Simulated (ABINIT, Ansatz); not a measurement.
**YGaS3 (Pm-3m): zone-centre phonons**

Which modes does YGaS3 (Pm-3m) have at the zone centre?

Main program and level: ABINIT 10.8.3; DFT LDA, scalar-relativistic, plane waves, PseudoDojo norm-conserving pseudopotentials.

Report form: the programs' logs are mostly left out.

The structure was built from a prototype and need not be the compound's stable phase.

## 1. Set-up

Symmetry: Pm-3m, No. 221, cubic system. The conventional cell has a = 4.590 Å, b = 4.590 Å, c = 4.590 Å, α = 90.00°, β = 90.00°, γ = 90.00°. Nearest to Y lie 12 S at 3.25 Å. Ga has 6 S at 2.30 Å nearest. Nearest to S lie 2 Ga at 2.30 Å and 4 Y at 3.25 Å. Farther neighbours and most contacts between anions are not listed.

As a file:

```cif
data_structure
_symmetry_space_group_name_H-M 'P 1'
_symmetry_Int_Tables_number 1
_cell_length_a 4.5903
_cell_length_b 4.5903
_cell_length_c 4.5903
_cell_angle_alpha 90.000
_cell_angle_beta 90.000
_cell_angle_gamma 90.000
_cell_volume 96.72
loop_
_atom_site_label
_atom_site_type_symbol
_atom_site_fract_x
_atom_site_fract_y
_atom_site_fract_z
_atom_site_occupancy
Y1 Y 0.00000 0.00000 0.00000 1
Ga2 Ga 0.50000 0.50000 0.50000 1
S3 S 0.50000 0.50000 0.00000 1
S4 S 0.50000 0.00000 0.50000 1
S5 S 0.00000 0.50000 0.50000 1
```

## 2. Relaxation

The harmonic expansion needs vanishing forces, and a free crystal bears no stress, so cell and atoms are brought to rest. Stress is more sensitive to the basis than forces are: the last 3 Ha under the cutoff are smoothed with ecutsm, and the cutoff is raised above that of the later runs.

The starting cell comes from a relaxation made beforehand in Ansatz (LDA, PseudoDojo NC).

Input file relax.abi:

```
# relaxation
ionmov 2
optcell 2
dilatmx 1.08
ntime 40
tolmxf 1.0d-05
tolvrs 1.0d-14
prtwf 0
prtden 0
chksymtnons 0

# basis, mesh and filling
ecut 44.0
ecutsm 3.0
ngkpt 6 6 6
nshiftk 1
shiftk 0.0 0.0 0.0
istwfk *1
occopt 6
tsmear 0.01
nband 30
nstep 100
diemac 1000000.0
prtebands 0
prtgsr 0
useylm 1

# cell and atoms
acell 8.674441284 8.674441284 8.674441284
rprim 
    1.0 0.0 0.0
    0.0 1.0 0.0
    0.0 0.0 1.0
ntypat 3
znucl 39 31 16
natom 5
typat 1 2 3 3 3
xred 
    0.0 0.0 0.0
    0.5 0.5 0.5
    0.5 0.5 0.0
    0.5 0.0 0.5
    0.0 0.5 0.5
pp_dirpath "./pseudo"
pseudos "Y.upf, Ga.upf, S.upf"
```

Started as:

```
OMP_NUM_THREADS=1 mpirun -n 4 abinit relax.abi > relax.log
```

Run time: 4 min. Hardware: 4 MPI ranks of Arm Neoverse V1, shared host.

Little changed from the start: no atom moved by 0.005 Å and no cell edge by 0.1 %.

This step gave:

```
volume per atom   : 19.35 Å³
pressure          : 1.97e-6 GPa
gap on the k-mesh : 0 eV
```

## 3. Self-consistent run for the response

First-order wavefunctions inherit every error of the ground state, hence the very tight tolvrs. Occupations are smeared.

Input file gs.abi:

```
# ground state
tolvrs 1.0d-16
prtden 1
prtwf 1

# basis, mesh and filling
ecut 36.0
ngkpt 6 6 6
nshiftk 1
shiftk 0.0 0.0 0.0
istwfk *1
occopt 6
tsmear 0.01
nband 30
nstep 100
diemac 1000000.0
prtebands 0
prtgsr 0
useylm 1

# cell and atoms
acell 8.674916111 8.674916111 8.674916111
rprim 
    1.0 0.0 0.0
    0.0 1.0 0.0
    0.0 0.0 1.0
ntypat 3
znucl 39 31 16
natom 5
typat 1 2 3 3 3
xred 
    0.0 0.0 0.0
    0.5 0.5 0.5
    0.5 0.5 0.0
    0.5 0.0 0.5
    0.0 0.5 0.5
pp_dirpath "./pseudo"
pseudos "Y.upf, Ga.upf, S.upf"
```

Started as:

```
OMP_NUM_THREADS=1 mpirun -n 4 abinit gs.abi > gs.log
```

Run time: 62 s. Hardware: 4 MPI ranks; 4.1 min of CPU time.

This step gave:

```
pressure : -0.4090 GPa
```

The cell stands at -0.41 GPa: the relaxation ran with a smoothed and higher cutoff, and the difference is a stress of the finite basis.

## 4. Linear response at Γ

At q = 0 one unit cell holds all displacements. The response is solved for single atoms along the cell's directions, and symmetry skips those that follow from others. The crystal is treated as a metal, which screens a static field, so no field response is asked.

Input file dfpt_gamma.abi:

```

# common to the responses
getwfk_filepath "gso_WFK"
kptopt 2
nqpt 1
qpt 0.0 0.0 0.0
asr 0
chneut 0

# displacements
rfphon 1
rfatpol 1 5
rfdir 1 1 1
tolvrs 1.0d-10
prtwf 0

# basis, mesh and filling
ecut 36.0
ngkpt 6 6 6
nshiftk 1
shiftk 0.0 0.0 0.0
istwfk *1
occopt 6
tsmear 0.01
nband 30
nstep 100
diemac 1000000.0
prtebands 0
prtgsr 0
useylm 1

# cell and atoms
acell 8.674916111 8.674916111 8.674916111
rprim 
    1.0 0.0 0.0
    0.0 1.0 0.0
    0.0 0.0 1.0
ntypat 3
znucl 39 31 16
natom 5
typat 1 2 3 3 3
xred 
    0.0 0.0 0.0
    0.5 0.5 0.5
    0.5 0.5 0.0
    0.5 0.0 0.5
    0.0 0.5 0.5
pp_dirpath "./pseudo"
pseudos "Y.upf, Ga.upf, S.upf"
```

Started as:

```
OMP_NUM_THREADS=1 mpirun -n 4 abinit dfpt_gamma.abi > dfpt_gamma.log
```

It took 6.6 min on 4 MPI ranks; 26 min of CPU time.

Read from the output:

```yaml
largest_acoustic_frequency_at_the_zone_centre_before_the_sum_rule: -4.02 cm⁻¹
highest_optical_zone_centre_mode_no_lo_to_term: 406.3 cm⁻¹
lowest_optical_zone_centre_mode: -159.4 cm⁻¹
```

The acoustic modes at Γ come out as far as 4.0 cm⁻¹ from zero, where they should vanish, a small numerical error. The lowest optical mode is imaginary, 159i cm⁻¹, an instability at this level and on this k mesh.

## 5. Zone-centre analysis

anaddb reads the merged derivatives and imposes the acoustic sum rule.

Input file anaddb.abi:

```
ddb_filepath "gamma_DDB"
output_file "anaddb.abo"
outdata_prefix "anaddb"
asr 1
chneut 1
enunit 2
eivec 1
nph1l 1
qph1l 0.0 0.0 0.0 1.0
```

Input file mrgddb.in:

```
gamma_DDB
merged
2
dfpt_gammao_DDB
gso_DDB
```

Started as:

```
mrgddb < mrgddb.in > mrgddb.log
OMP_NUM_THREADS=1 anaddb anaddb.abi > anaddb.log
```

Wall time 0.51 s (1 thread).

Read from the output:

```yaml
highest_optical_zone_centre_mode_no_lo_to_term: 406.2 cm⁻¹
lowest_optical_zone_centre_mode: -159.3 cm⁻¹
```

No LO-TO term; unit eigenvectors of the mass-weighted matrix, from anaddb's displacements. The modes at Γ (shares of kinetic energy by element, %) (negative means imaginary):

```csv
mode,frequency (cm⁻¹),symmetry,Y %,Ga %,S %
1,-159.3,T1u,42,0,57
2,-159.3,T1u,42,0,57
3,-159.3,T1u,42,0,57
4,-148.3,T2u,0,0,100
5,-148.3,T2u,0,0,100
6,-148.3,T2u,0,0,100
7,0.0,acoustic,35,27,38
8,0.0,acoustic,35,27,38
9,0.0,acoustic,35,27,38
10,73.5,T1u,23,57,21
11,73.5,T1u,23,57,21
12,73.5,T1u,23,57,21
13,406.2,T1u,0,16,84
14,406.2,T1u,0,16,84
15,406.2,T1u,0,16,84
```

Displacements in mode 1 (-159.3 cm⁻¹), the largest set to 1:
```
Y1   0.00  0.00 -0.74
Ga2  0.00  0.00 -0.09
S3   0.00  0.00  0.24
S4   0.00  0.00  1.00
S5   0.00  0.00  1.00
```

Displacements in mode 10 (73.5 cm⁻¹), the largest set to 1:
```
Y1   0.00  0.00 -0.56
Ga2  0.00  0.00  1.00
S3   0.00  0.00  0.46
S4   0.00  0.00 -0.54
S5   0.00  0.00 -0.54
```

The rule moves no optical mode by more than 0.2 cm⁻¹.

## 6. Sum rules set otherwise (asr 0)

Without the rule the raw error of the acoustic modes shows.

Edit anaddb.abi of step 5 so:

```diff
@@ -3,4 +3,4 @@
 outdata_prefix "anaddb"
-asr 1
-chneut 1
+asr 0
+chneut 0
 enunit 2
```

mrgddb.in is that of step 5.

Elapsed: 0.5 s, on 1 thread.

Read from the output:

| Quantity | Value |
| --- | --- |
| highest optical zone-centre mode (no LO-TO term) | 406.3 cm⁻¹ |
| lowest optical zone-centre mode | -159.4 cm⁻¹ |

Zone-centre frequencies as printed; negative means imaginary. Modes:

```csv
mode,frequency (cm⁻¹)
1,-159.4
2,-159.4
3,-159.4
4,-148.5
5,-148.5
6,-148.5
7,-4.02
8,-4.02
9,-4.02
10,73.42
11,73.42
12,73.42
13,406.3
14,406.3
15,406.3
```

## 7. A second program

A second program on the same cell, potentials, cutoff and meshes tests the implementation of the phonon response, not its convergence.

This step: DFT LDA, scalar-relativistic, plane waves, PseudoDojo norm-conserving pseudopotentials (Ansatz 0.2.0).

Input file input.yaml:

```yaml
crystal:
  lattice:
    - [4.5905679123, 0.0, 0.0]
    - [0.0, 4.5905679123, 0.0]
    - [0.0, 0.0, 4.5905679123]
  atoms:
    - { symbol: "Y", position: [0.0, 0.0, 0.0] }
    - { symbol: Ga, position: [0.5, 0.5, 0.5] }
    - { symbol: S, position: [0.5, 0.5, 0.0] }
    - { symbol: S, position: [0.5, 0.0, 0.5] }
    - { symbol: S, position: [0.0, 0.5, 0.5] }
kpoints:
  mp_grid: { grid: [6, 6, 6] }
hamiltonian:
  xc: lda
  pseudopotentials: { kind: nc, accuracy: standard }
scf:
  occupations: { method: methfessel_paxton, width: 0.27211 }
output:
  eigenvalues: true
basis:
  ecutwfc: 979.61
phonons:
  method: dfpt
```

Started as:

```
ansatz run input.yaml --threads 4 --pin off --max-ram 8192MiB --backend cpu --events-out ev --progress --plain --runs-dir out
```

The job ended after 64 s (4 threads; peak memory 2 GiB).

Read from the output:

```yaml
sum_rule_residual_before_enforcement: 3.85e-5 eV/Å²
highest_optical_zone_centre_mode_no_lo_to_term: 406.2 cm⁻¹
lowest_optical_zone_centre_mode: -159.3 cm⁻¹
```

## 8. The two compared: ABINIT PseudoDojo and Ansatz, PseudoDojo

Numbers from this step:

* root-mean-square difference: 0.04 cm⁻¹
* largest difference: 0.06 cm⁻¹

At the zone centre the largest difference (acoustic modes at Γ apart) is 0.01 % of the highest mode.

## 9. Summary of results

| Property | Result |
| --- | --- |
| space group after relaxation | Pm-3m |
| volume per atom | 19.3 Å³ |
| highest optical zone-centre mode (no LO-TO term) | 406.2 cm⁻¹ |
| lowest optical zone-centre mode | -159.3 cm⁻¹ |
| imaginary optical modes at the zone centre (no q mesh in this session) | yes |
| largest difference from Ansatz, PseudoDojo | 0.06 cm⁻¹ |

**Reading.** At the LDA level the optical modes of YGaS3 (Pm-3m) at the zone centre run from 159i to 406 cm⁻¹, so the structure is a saddle point, with 6 modes beyond 10i cm⁻¹ there. The base run prints -0.41 GPa, mostly the error of a finite basis; the relaxation, with a smoothed and higher cutoff, had brought the cell to rest. ABINIT PseudoDojo and Ansatz, PseudoDojo agree to 0.06 cm⁻¹ (0.01 % of the highest mode compared) on all solved modes but the acoustic ones at Γ, without the LO-TO term. These are harmonic frequencies at zero temperature: anharmonic shifts and linewidths and thermal expansion are left out. In a metal the frequencies hang on the k mesh and the smearing, most of all near Kohn anomalies. Ansatz warns that the cutoff lies 10 % under the one recommended for these files; agreement at one cutoff is not convergence. The structure is a hypothetical one, built on a prototype.

[Host names and launcher messages were left out of these logs when they were recorded.]

[Logs are printed without paths, hosts, clocks, repeated set-up lines and the standing remarks that a program may print on its own settings, such as how far it seeks lower states.]

[Hosts, paths, dates, database ids (printed as entryN), source tags and the programs' standing remarks are cut or masked in the printed files.]
